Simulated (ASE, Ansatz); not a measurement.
# Relaxing H4C6NF3 (P2_12_12_1) (56 atoms)

Aim: bring H4C6NF3 (P2_12_12_1) (56 atoms) to a nearby minimum of the energy and see what moves.

Method: Kohn-Sham DFT, PBE+D4, PAW (set soft_2), plane waves, in Ansatz 0.2.0.

## 1. The starting structure

The cell holds 56 atoms: 16 H, 24 C, 4 N and 12 F. Cell: a = 3.854 Å, b = 6.322 Å, c = 24.792 Å, α = 90.0°, β = 90.0°, γ = 90.0°. It derives from H4C6NF3 (P2_12_12_1), repeated 1×1×1. H4C6NF3, space group P2_12_12_1, structure from the Crystallography Open Database, 1 x 1 x 1 conventional cells; every coordinate displaced by a Gaussian of 0.03 Å; bonds to H set to neutron lengths (C-H 1.089, N-H 1.015, O-H 0.983, B-H 1.19 Å) where the listed ones are shorter.

Structure file:

```
H C N F
1.0
     3.85450    0.00000    0.00000
     0.00000    6.32200    0.00000
     0.00000    0.00000   24.79200
H C N F
16 24 4 12
Direct
  0.87849 0.67241 0.02365
  0.61340 0.30691 0.52124
  0.12008 0.19593 0.48072
  0.36337 0.81784 0.97945
  0.05688 0.44912 0.00680
  0.43392 0.55291 0.50709
  0.94645 0.93967 0.49288
  0.57193 0.04358 0.99036
  0.06436 0.80394 0.20553
  0.42361 0.19627 0.70454
  0.92608 0.29837 0.29704
  0.56145 0.70178 0.79541
  0.51664 0.18991 0.16807
  0.99383 0.80845 0.66913
  0.49100 0.69291 0.33361
  0.00064 0.30915 0.83271
  0.14252 0.54945 0.08224
  0.36577 0.44669 0.57987
  0.85026 0.04916 0.41593
  0.61782 0.95514 0.92013
  0.06240 0.70900 0.12072
  0.43773 0.30344 0.61984
  0.95406 0.20709 0.37973
  0.55841 0.80299 0.87937
  0.12778 0.67990 0.17500
  0.37110 0.31698 0.67614
  0.85446 0.18719 0.32431
  0.63099 0.82437 0.82516
  0.30255 0.50396 0.18917
  0.20177 0.50768 0.69009
  0.70338 0.99276 0.30879
  0.79795 0.00902 0.81191
  0.37914 0.33826 0.15447
  0.13308 0.65475 0.65465
  0.60101 0.84269 0.34592
  0.87424 0.16172 0.84650
  0.29608 0.37566 0.09990
  0.21370 0.62981 0.60330
  0.69324 0.87463 0.40070
  0.80567 0.12786 0.90001
  0.08101 0.58636 0.02609
  0.43208 0.41535 0.52907
  0.92632 0.08842 0.47557
  0.57207 0.90905 0.97293
  0.91375 0.88369 0.10260
  0.60209 0.11757 0.60559
  0.10813 0.38625 0.39408
  0.40140 0.62070 0.89439
  0.37412 0.47185 0.24304
  0.13507 0.54062 0.74322
  0.62573 0.96740 0.25556
  0.88276 0.02943 0.75982
  0.37438 0.21854 0.06443
  0.12047 0.77075 0.56373
  0.62164 0.71917 0.43890
  0.88304 0.27707 0.93548
```

What the set-up can't give: The cell is under 6 Å thick along one periodic direction, so every atom has periodic images of itself close by, which move with it and show among its neighbours and in g(r).

## 2. Single point at the start

The forces at the start show how far the geometry lies from a minimum of this functional.

The input, input.yaml:

```yaml
crystal:
  lattice:
    - [3.8545, 0.0, 0.0]
    - [0.0, 6.322, 0.0]
    - [0.0, 0.0, 24.792]
  atoms:
    - { symbol: H, position: [0.87849, 0.67241, 0.02365] }
    - { symbol: H, position: [0.6134, 0.30691, 0.52124] }
    - { symbol: H, position: [0.12008, 0.19593, 0.48072] }
    - { symbol: H, position: [0.36337, 0.81784, 0.97945] }
    [... 46 atom lines left out ...]
    - { symbol: F, position: [0.62573, 0.9674, 0.25556] }
    - { symbol: F, position: [0.88276, 0.02943, 0.75982] }
    - { symbol: F, position: [0.37438, 0.21854, 0.06443] }
    - { symbol: F, position: [0.12047, 0.77075, 0.56373] }
    - { symbol: F, position: [0.62164, 0.71917, 0.4389] }
    - { symbol: F, position: [0.88304, 0.27707, 0.93548] }
kpoints:
  mp_grid: { grid: [3, 2, 1] }
hamiltonian:
  xc: pbe
  dispersion: d4
scf:
  occupations: { method: gaussian, width: 0.05 }
output:
  forces: true
  stress: true
  populations: true
  dos:
    method: { smearing: { sigma: 0.08 } }
    de: 0.1
    projected: { site_lists: { C: [C], F: [F], H: [H], "N": ["N"] } }
  eigenvalues: true
```

Run with:

```sh
$ ansatz run input.yaml --threads 4 --pin off --max-ram 8192MiB --backend cpu --events-out ev --progress --plain --runs-dir out
```

Numbers of over 12 decimals in the logs are rounded to 6 here.

The program printed:

```text
Engine: ansatz 0.2.0, aarch64-unknown-linux-gnu
Pseudopotentials: kind: paw
Pseudopotential: H, paw, valence charge 1, recommended cutoff 420 eV (normal), H.paw.azcp
Pseudopotential: C, paw, valence charge 4, recommended cutoff 420 eV (normal), C.paw.azcp
Pseudopotential: N, paw, valence charge 5, recommended cutoff 420 eV (normal), N.paw.azcp
Pseudopotential: F, paw, valence charge 7, recommended cutoff 420 eV (normal), F.paw.azcp
Functional definition: PBE
  parameter kappa = 0.804
  parameter beta = 0.066725
  exchange = pbe_x(kappa = kappa, mu = beta*pi^2/3)
  correlation = pbe_c(beta = beta)
Crystal: 56 atoms, lattice volume = 604.135 Å³
Basis set: ecut = 420 eV, 11867 PW (Γ), exchange–correlation on 54×90×360 points (8 copies of the dense FFT grid, shifted against one another)
Bands: 164, of which v1, the nominal top of the filled ones, is band 108 counted from 1 (107 counted from 0)
Symmetry: 1 space group operations
Space group: P1 (ITA 1), of the structure as read, at distance tolerance 8.5e-5 Å
k-points: 4 of 6 (time reversal used)
Non-local potential: H, projectors of the file, l = 0: 2, l = 1: 1
Non-local potential: C, projectors of the file, l = 0: 2, l = 1: 2, l = 2: 1
Non-local potential: N, projectors of the file, l = 0: 2, l = 1: 2, l = 2: 1
Non-local potential: F, projectors of the file, l = 0: 2, l = 1: 2, l = 2: 1
PAW form: soft (Blöchl's): semilocal exchange-correlation on the pseudo side does not see the compensation charge
PAW one-centre angular grid: H, 110 points (default); XC on 64 Gauss nodes
PAW one-centre angular grid: C, 110 points (default); XC on 64 Gauss nodes
PAW one-centre angular grid: N, 110 points (default); XC on 64 Gauss nodes
PAW one-centre angular grid: F, 110 points (default); XC on 64 Gauss nodes
Initial density: superposition of atomic densities (neutral atoms: chi_scale 0, normalization atom), corrected by the library's trained network
Initial wavefunctions: pseudopotential atomic-orbital guess
Functional: x = pbe(κ = 0.804, μ = 0.219515), c = pbe(β = 0.066725)
SCF iter   1: F=—  HF=-17506.596842 eV  |F-HF|=—  |Δ(HF+E_count)|=         —  Δρ=6.14e-3  dr2=2.90e-1  ethr=1.77e-3  ⟨swp⟩=6.0  Hψ=2871  notcnv=0  defer=28
preconditioner: auto → Resta (q_TF=auto, 2.299 Å⁻¹)  ε∞=2.9  [insulator: Δε(μ)=3.471 eV  Ē_g=15.332 eV  σ=0.050 eV  W_gap=1.00  n_scr=140 (ndim 8)  ℏωp=20.9 eV  f_vac=0.207  D(μ)=0.00/eV (n_scr^D=0)  ε∞_Penn≈2.9]
SCF iter   2: F=—  HF=-17506.530773 eV  |F-HF|=—  |Δ(HF+E_count)|=   6.61e-2  Δρ=2.96e-3  dr2=6.31e-2  ethr=1.34e-4  ⟨swp⟩=2.0  Hψ=924  notcnv=0  defer=189
SCF iter   3: F=—  HF=-17506.514342 eV  |F-HF|=—  |Δ(HF+E_count)|=   1.64e-2  Δρ=1.02e-3  dr2=1.18e-2  ethr=2.92e-5  ⟨swp⟩=2.0  Hψ=759  notcnv=0  defer=189
SCF iter   4: F=—  HF=-17506.511401 eV  |F-HF|=—  |Δ(HF+E_count)|=   2.94e-3  Δρ=3.74e-4  dr2=1.17e-3  ethr=5.47e-6  ⟨swp⟩=2.0  Hψ=1143  notcnv=0  defer=189
SCF iter   5: F=—  HF=-17506.511326 eV  |F-HF|=—  |Δ(HF+E_count)|=   7.50e-5  Δρ=2.14e-4  dr2=3.57e-4  ethr=5.43e-7  ⟨swp⟩=2.0  Hψ=886  notcnv=0  defer=189
SCF iter   6: F=—  HF=-17506.511283 eV  |F-HF|=—  |Δ(HF+E_count)|=   4.39e-5  Δρ=6.06e-5  dr2=2.12e-5  ethr=1.65e-7  ⟨swp⟩=2.0  Hψ=890  notcnv=0  defer=189
SCF iter   7: F=—  HF=-17506.510751 eV  |F-HF|=—  |Δ(HF+E_count)|=   5.31e-4  Δρ=2.28e-5  dr2=3.00e-6  ethr=9.81e-9  ⟨swp⟩=2.0  Hψ=887  notcnv=0  defer=189
SCF iter   8: F=—  HF=-17506.510752 eV  |F-HF|=—  |Δ(HF+E_count)|=   6.61e-7  Δρ=8.11e-6  dr2=3.69e-7  ethr=1.39e-9  ⟨swp⟩=2.0  Hψ=881  notcnv=0  defer=189
SCF iter   9: F=-17506.510752 eV  HF=-17506.510752 eV  |F-HF|=2.03e-8  |Δ(HF+E_count)|=   1.44e-7  Δρ=2.50e-6  dr2=3.74e-8  ethr=4.63e-11  ⟨swp⟩=13.8  Hψ=3801  notcnv=0
SCF 1 converged in 9 iterations: F = -17506.510752 eV  dr2 = 3.74e-8
  greatest PAW one-centre occupation: 0.932 electrons in one spin orbital (limit 2), on the F atom at site 44 (counted from 0), in its partial waves of l = 0
SCF converged after 9 iterations
Free energy (F): -17506.510752 eV
Harris-Foulkes:  -17506.510752 eV  (|F-HF|=2.03e-8)
Internal energy: -17506.510752 eV  (E = F + TS)
E sigma→0 (E₀):  -17506.510752 eV
Fermi energy:    3.320071 eV
--- Per-component energies (eV) ---
  E_band       = -1733.557087
  E_kinetic    = 5407.448377
  E_local      = -16741.603120  (includes V_loc(G=0)·N_el)
  E_nonlocal   = 1751.759222
  E_hartree    = 6009.961380
  E_xc         = -2478.247107
  E_vxc        = -3123.415535  (∫ρ·V_xc dr)
  E_paw        = -5312.292220  (= ΣΔE_a)
  E_vpaw       = -1047.671802  (= ΣTr[D̂ρ^β])
  E_aug_tail   = 0.003741  (compensation charges beyond the density's cutoff)
  E_ewald      = -6139.636448
  E_disp       = -3.904577  (pairwise vdW)
  E_smearing   = -0.000000  (= −TS)
  E_closure    = -0.000000  (closes the sum)
  Σ components = -17506.510752   (vs F -17506.510752, Δ=0.00e0)
--- Forces (eV/Å), atoms counted from 1 ---
  atom   1  H     -2.89128770     2.02867813    -0.94598086
  atom   2  H      0.84703668    -0.68772540    -0.66823114
  atom   3  H      0.43037359    -0.32956610     0.30819280
  atom   4  H     -0.69414424    -0.47205160     0.59634261
  atom   5  H     -0.18679163    -0.73603069    -0.71462701
  atom   6  H      0.23241603    -0.65396014    -0.08690020
  atom   7  H      0.44679958     1.09543115     0.16643545
  atom   8  H     -0.33518952     2.54634137     2.48984023
  atom   9  H      0.13316363    -0.63966376    -0.69890969
  atom  10  H      0.37714564    -0.76891548     0.48634744
  atom  11  H      0.73528017     2.15875970    -2.10406126
  atom  12  H      0.20069420     0.39968306     0.42353727
  atom  13  H     -0.65626653     1.08079758    -0.39956538
  atom  14  H      0.94616964    -1.62023086    -0.75316914
[...]
atom  55  F      0.12570954     0.85053632    -0.87621078
  atom  56  F      0.60146401     1.28507849     1.20391270
  max |Σ_I F_I| component: 8.86e-5 eV/Å
--- Stress (GPa, compression-positive) ---
        1.848415      -0.322571      -0.166820
       -0.322571       4.543265      -0.566849
       -0.166820      -0.566850       3.971323
  P = ⅓ Tr σ = 3.4543 GPa (34.543 kbar)
--- Band table (eV) ---
  k-point 0: bands = ["-25.1652", "-25.0695", "-24.6426", "-24.5680", [... 148 levels ...], "11.4974", "11.7079", "11.7792", "11.8088", "11.8870", "12.0198", "12.1405", "12.2019", "12.3424", "12.4071", "12.4321", "12.5645"]
[...]
--- Löwdin populations: 56 sites ---
  site symbol       q [e]
     0      H      0.6707
     1      H      0.6777
     2      H      0.6927
[...]
55      F      7.2262
  spilling = 0.010862 (of n_electrons = 216.000000)
```

The job ended after 41 s (4 threads of Arm Neoverse N1, shared host; peak memory 1.7 GiB).

In the SCF lines HF is the Harris–Foulkes energy and dr2 the Hartree energy of the density residual, in eV; the loop may stop once dr2 is under the threshold and the program's other checks hold. Hψ counts applications of the Hamiltonian.

The run gave:

| Property | Result |
| --- | --- |
| free energy | -17506.5108 eV |
| free energy per atom | -312.6163 eV/atom |
| SCF cycles | 9 |
| pressure | 3.454 GPa |
| r.m.s. force component | 1.627 eV/Å |
| longest force | 7.573 eV/Å |
| Fermi energy | 3.32 eV |
| gap (highest filled to lowest empty level) | 2.65 eV |
| spilling of the projection | 0.01086 |

The r.m.s. force component of 1.6 eV/Å and the pressure of 3.5 GPa set the starting point.

Length of the force by element:

```
element  coordination  atoms  mean length of the force (eV/Å)  spread  least  most
      C           all     24                             3.33    1.77  0.647  7.57
      F           all     12                            0.791   0.481  0.216  1.86
      H           all     16                             1.44    1.04  0.293  3.66
      N           all      4                             3.16   0.815   1.76  3.74
```

## 3. Relaxation

With the cell held, the atoms are moved downhill towards a nearby minimum.

input.yaml, the sections that differ from step 2:

```yaml
output:
  forces: true
relax:
  f_tol: 0.05
  max_steps: 200
# crystal, kpoints, hamiltonian, scf: as in step 2
```

The program printed:

```text
[...]
Crystal: 56 atoms, lattice volume = 604.135 Å³
Basis set: ecut = 420 eV, 11867 PW (Γ), exchange–correlation on 54×90×360 points (8 copies of the dense FFT grid, shifted against one another)
Bands: 164, of which v1, the nominal top of the filled ones, is band 108 counted from 1 (107 counted from 0)
Symmetry: 1 space group operations
[...]
k-points: 4 of 6 (time reversal used)
[...]
SCF iter   1: F=—  HF=-17506.596842 eV  |F-HF|=—  |Δ(HF+E_count)|=         —  Δρ=6.14e-3  dr2=2.90e-1  ethr=1.77e-3  ⟨swp⟩=6.0  Hψ=2871  notcnv=0  defer=28
[...]
SCF iter   6: F=-17506.510744 eV  HF=-17506.510746 eV  |F-HF|=1.75e-6  |Δ(HF+E_count)|=   4.65e-5  Δρ=6.02e-5  dr2=2.13e-5  ethr=2.89e-8  ⟨swp⟩=3.0  Hψ=2237  notcnv=0
SCF 1 converged in 6 iterations: F = -17506.510744 eV  dr2 = 2.13e-5
[...]
relax step   1: F+E_penalty+E_count = -17506.51074384 eV  Δ(F+E_penalty+E_count) = +0.000e0 eV  max|allowed force component| = 5.740e0 eV/Å  Δτ_max = 0.0000 Å  (6 SCF iters, dr2 threshold 6.25e-5 eV, accepted)
[...]
relax step   2: F+E_penalty+E_count = -17508.76793417 eV  Δ(F+E_penalty+E_count) = -2.257e0 eV  max|allowed force component| = 3.165e0 eV/Å  Δτ_max = 0.1167 Å  (6 SCF iters, dr2 threshold 1.00e-4 eV, accepted)
[...]
relax step   3: F+E_penalty+E_count = -17509.24893504 eV  Δ(F+E_penalty+E_count) = -4.810e-1 eV  max|allowed force component| = 4.110e-1 eV/Å  Δτ_max = 0.1926 Å  (6 SCF iters, dr2 threshold 1.00e-4 eV, accepted)
relax step   4: F+E_penalty+E_count = -17509.30657652 eV  Δ(F+E_penalty+E_count) = -5.764e-2 eV  max|allowed force component| = 8.061e-2 eV/Å  Δτ_max = 0.1097 Å  (7 SCF iters, dr2 threshold 1.06e-5 eV, accepted)
relax step   5: F+E_penalty+E_count = -17509.31447083 eV  Δ(F+E_penalty+E_count) = -7.894e-3 eV  max|allowed force component| = 6.144e-2 eV/Å  Δτ_max = 0.0600 Å  (8 SCF iters, accepted)
[...]
relax step   6: F+E_penalty+E_count = -17509.31655114 eV  Δ(F+E_penalty+E_count) = -2.080e-3 eV  max|allowed force component| = 1.692e-2 eV/Å  Δτ_max = 0.0148 Å  (7 SCF iters, accepted)
SCF converged after 7 iterations
Free energy (F): -17509.316551 eV
[...]
Internal energy: -17509.316551 eV  (E = F + TS)
E sigma→0 (E₀):  -17509.316551 eV
Fermi energy:    3.468208 eV
[...]
--- Forces (eV/Å), atoms counted from 1 ---
  atom   1  H      0.00775743    -0.00506465     0.00587294
  atom   2  H     -0.00645270     0.00782280     0.00717749
  atom   3  H     -0.00620239    -0.00104869     0.00156510
  atom   4  H      0.00700876     0.00112428    -0.00286607
  atom   5  H      0.00617136     0.00109743     0.00147384
  atom   6  H     -0.00399319     0.00278687     0.00377430
  atom   7  H     -0.00421879    -0.00131211    -0.00233714
  atom   8  H      0.00881000    -0.00018730    -0.00450640
  atom   9  H     -0.00189648     0.00126516    -0.00183658
  atom  10  H     -0.00071137     0.00129099     0.00248993
  atom  11  H      0.00001830    -0.00111686     0.00342896
  atom  12  H      0.00062173     0.00239504     0.00017945
  atom  13  H      0.00029007     0.00141836     0.00363421
  atom  14  H     -0.00055264    -0.00003061     0.00180092
[...]
atom  55  F      0.00221252     0.00216442     0.00423644
  atom  56  F     -0.00006172    -0.00004472    -0.00209111
  max |Σ_I F_I| component: 1.36e-4 eV/Å
--- Relaxed structure (6 steps of the walk, 6 accepted, 0 SCFs on fresh bases) ---
  F+E_penalty+E_count = -17509.31655114 eV   max|allowed force component| = 1.692e-2 eV/Å
  atoms:
    - { symbol: H, position: [0.884759, 0.702535, 0.015911] }
    - { symbol: H, position: [0.614668, 0.295821, 0.515838] }
    - { symbol: H, position: [0.114526, 0.199318, 0.484838] }
    - { symbol: H, position: [0.384547, 0.798654, 0.984612] }
[...]
- { symbol: F, position: [0.890549, 0.267154, 0.937886] }
```

The job ended after 2.1 min (4 threads; peak memory 1.7 GiB).

Step by step:

```
step  energy less that of the first step (eV)  largest force component (eV/Å)
   1                                   0.0000                          5.7401
   2                                  -2.2572                          3.1647
   3                                  -2.7382                          0.4110
   4                                  -2.7958                          0.0806
   5                                  -2.8037                          0.0614
   6                                  -2.8058                          0.0169
```

The atoms that moved most (Å):

```
atom      dx      dy      dz  length
  H1   0.024   0.190  -0.192   0.271
  H4   0.082  -0.121   0.128   0.194
  H8  -0.040  -0.029   0.162   0.169
  H7  -0.044   0.123   0.096   0.162
 C20   0.091  -0.128   0.007   0.158
 C19   0.027   0.103   0.111   0.154
  H2   0.005  -0.070  -0.134   0.151
 C38  -0.070  -0.093  -0.089   0.146
```

The relaxation changed the energy by -50.1 meV/atom, and atoms moved by 0.12 Å r.m.s., 0.27 Å at most.

## 4. Structure statistics after relaxation

Bonds before and after, by the cutoffs listed below:

```
pair  bonds before  bonds after  mean before (Å)  mean after (Å)  spread before (Å)  spread after (Å)
 C-C            24           24            1.381           1.392              0.039             0.007
 C-H             8            8            1.097           1.087              0.043             0.000
 C-F            12           12            1.356           1.361              0.023             0.002
 C-N             4            4            1.403           1.389              0.086             0.000
 H-N             8            8            0.998           1.022              0.029             0.007
```

Density 1.62 g/cm³, 10.79 Å³ an atom.

g(r), total and by pair (bins of 0.2 Å):

```
r (Å)  total    C-C   C-H   C-F   C-N   H-H   H-F
 1.00   2.23   0.00  4.33  0.00  0.00  0.00  0.00
 1.20   0.00   0.00  0.00  0.00  0.00  0.00  0.00
 1.40   3.20  10.34  0.00  5.30  5.30  0.00  0.00
 1.60   0.22   0.00  0.00  0.00  0.00  2.67  0.00
 1.80   0.00   0.00  0.00  0.00  0.00  0.00  0.00
 2.00   0.44   0.00  1.19  0.00  0.00  0.00  0.00
 2.20   0.78   0.00  2.12  0.00  0.00  1.59  1.07
 2.40   1.79   3.43  0.00  3.56  3.34  0.00  2.52
 2.60   0.67   0.00  0.71  0.00  0.00  1.18  3.25
 2.80   0.52   1.28  0.00  0.00  0.00  0.00  0.98
 3.00   0.43   0.00  0.29  0.00  0.00  0.00  1.12
 3.20   0.38   0.00  0.47  0.00  0.00  1.12  0.00
 3.40   1.17   0.56  1.51  1.16  0.00  1.65  1.31
 3.60   1.48   1.01  1.35  3.43  0.00  0.74  1.29
 3.80   1.81   2.50  1.55  1.05  3.52  2.41  1.69
 4.00   1.03   0.00  2.04  0.64  0.63  0.94  1.22
 4.20   1.13   0.92  1.27  1.53  1.69  0.44  0.56
 4.40   1.13   1.08  1.08  1.74  1.54  1.38  0.78
 4.60   1.02   1.23  0.99  1.35  1.42  0.53  0.72
 4.80   0.77   0.58  0.74  0.36  0.00  1.30  0.42
 5.00   0.84   0.53  1.19  0.80  0.29  0.67  1.48
 5.20   1.11   1.10  1.04  1.22  1.66  1.05  1.02
 5.40   0.97   0.92  1.00  1.23  1.66  0.69  0.52
 5.60   0.88   0.55  1.07  0.56  0.97  1.50  1.21
 5.80   0.72   0.57  0.63  0.63  0.29  0.88  1.07
 6.00   0.95   1.21  0.86  0.94  0.97  0.62  0.72
 6.20   0.95   0.70  1.05  1.25  0.91  0.39  1.17
 6.40   1.00   1.03  1.00  0.90  0.91  1.67  0.64
```

Bonds by pair of elements; cutoffs follow the first minimum of g(r), held within bounds set by covalent radii, and pairs that aren't listed don't count as bonded:

```
pair A-B  cutoff (Å)  bonds  mean length (Å)  spread (Å)  shortest (Å)  B about A  A about B
     C-C        1.82     24             1.39       0.007          1.39          2          2
     C-H        1.34      8             1.09           0          1.09      0.333        0.5
     C-F        1.62     12             1.36       0.002          1.36        0.5          1
     C-N        1.77      4             1.39           0          1.39      0.167          1
     H-N        1.27      8             1.02       0.007          1.02        0.5          2
```

How many atoms have how many bonded neighbours:

```
element  mean   1   3
      C     3   0  24
      F     1  12   0
      H     1  16   0
      N     3   0   4
```

Bond angles, per cent of each kind in bins of 5°:

```
angle (°)  C-C-C  C-C-F  C-C-H
  110–115   16.7    0.0    0.0
  115–120   33.3  100.0    0.0
  120–125   50.0    0.0  100.0
```

Bond angles (no mean is given where the spread exceeds 20°):

```
angle  count  mean (°)  spread (°)
C-C-C     24       120         3.8
C-C-F     24       118           1
C-C-H     16       122         0.5
C-N-H      8       115           1
C-C-N      8       123         0.3
```

Rings of the network by King's shortest-path rule, up to 12 atoms, one path for each pair of neighbours; H, halogens, alkali and alkaline-earth atoms are left out, and the last column divides by all other atoms, bonded or not:

```
ring size (atoms)  rings  per network atom
                6      4             0.143
```

By these cutoffs all C atoms have 3, all F atoms have 1, all H atoms have 1 and all N atoms have 3 bonded neighbours. The C-C-C angle averages 120° with a spread of 4°. All rings counted have 6 atoms.

[end of part 1 of 2]

[Logs are printed without paths, hosts, clocks, repeated set-up lines and the standing remarks that a program may print on its own settings, such as how far it seeks lower states.]

[Hosts, paths, dates, database ids (printed as entryN), source tags and the programs' standing remarks are cut or masked in the printed files.]
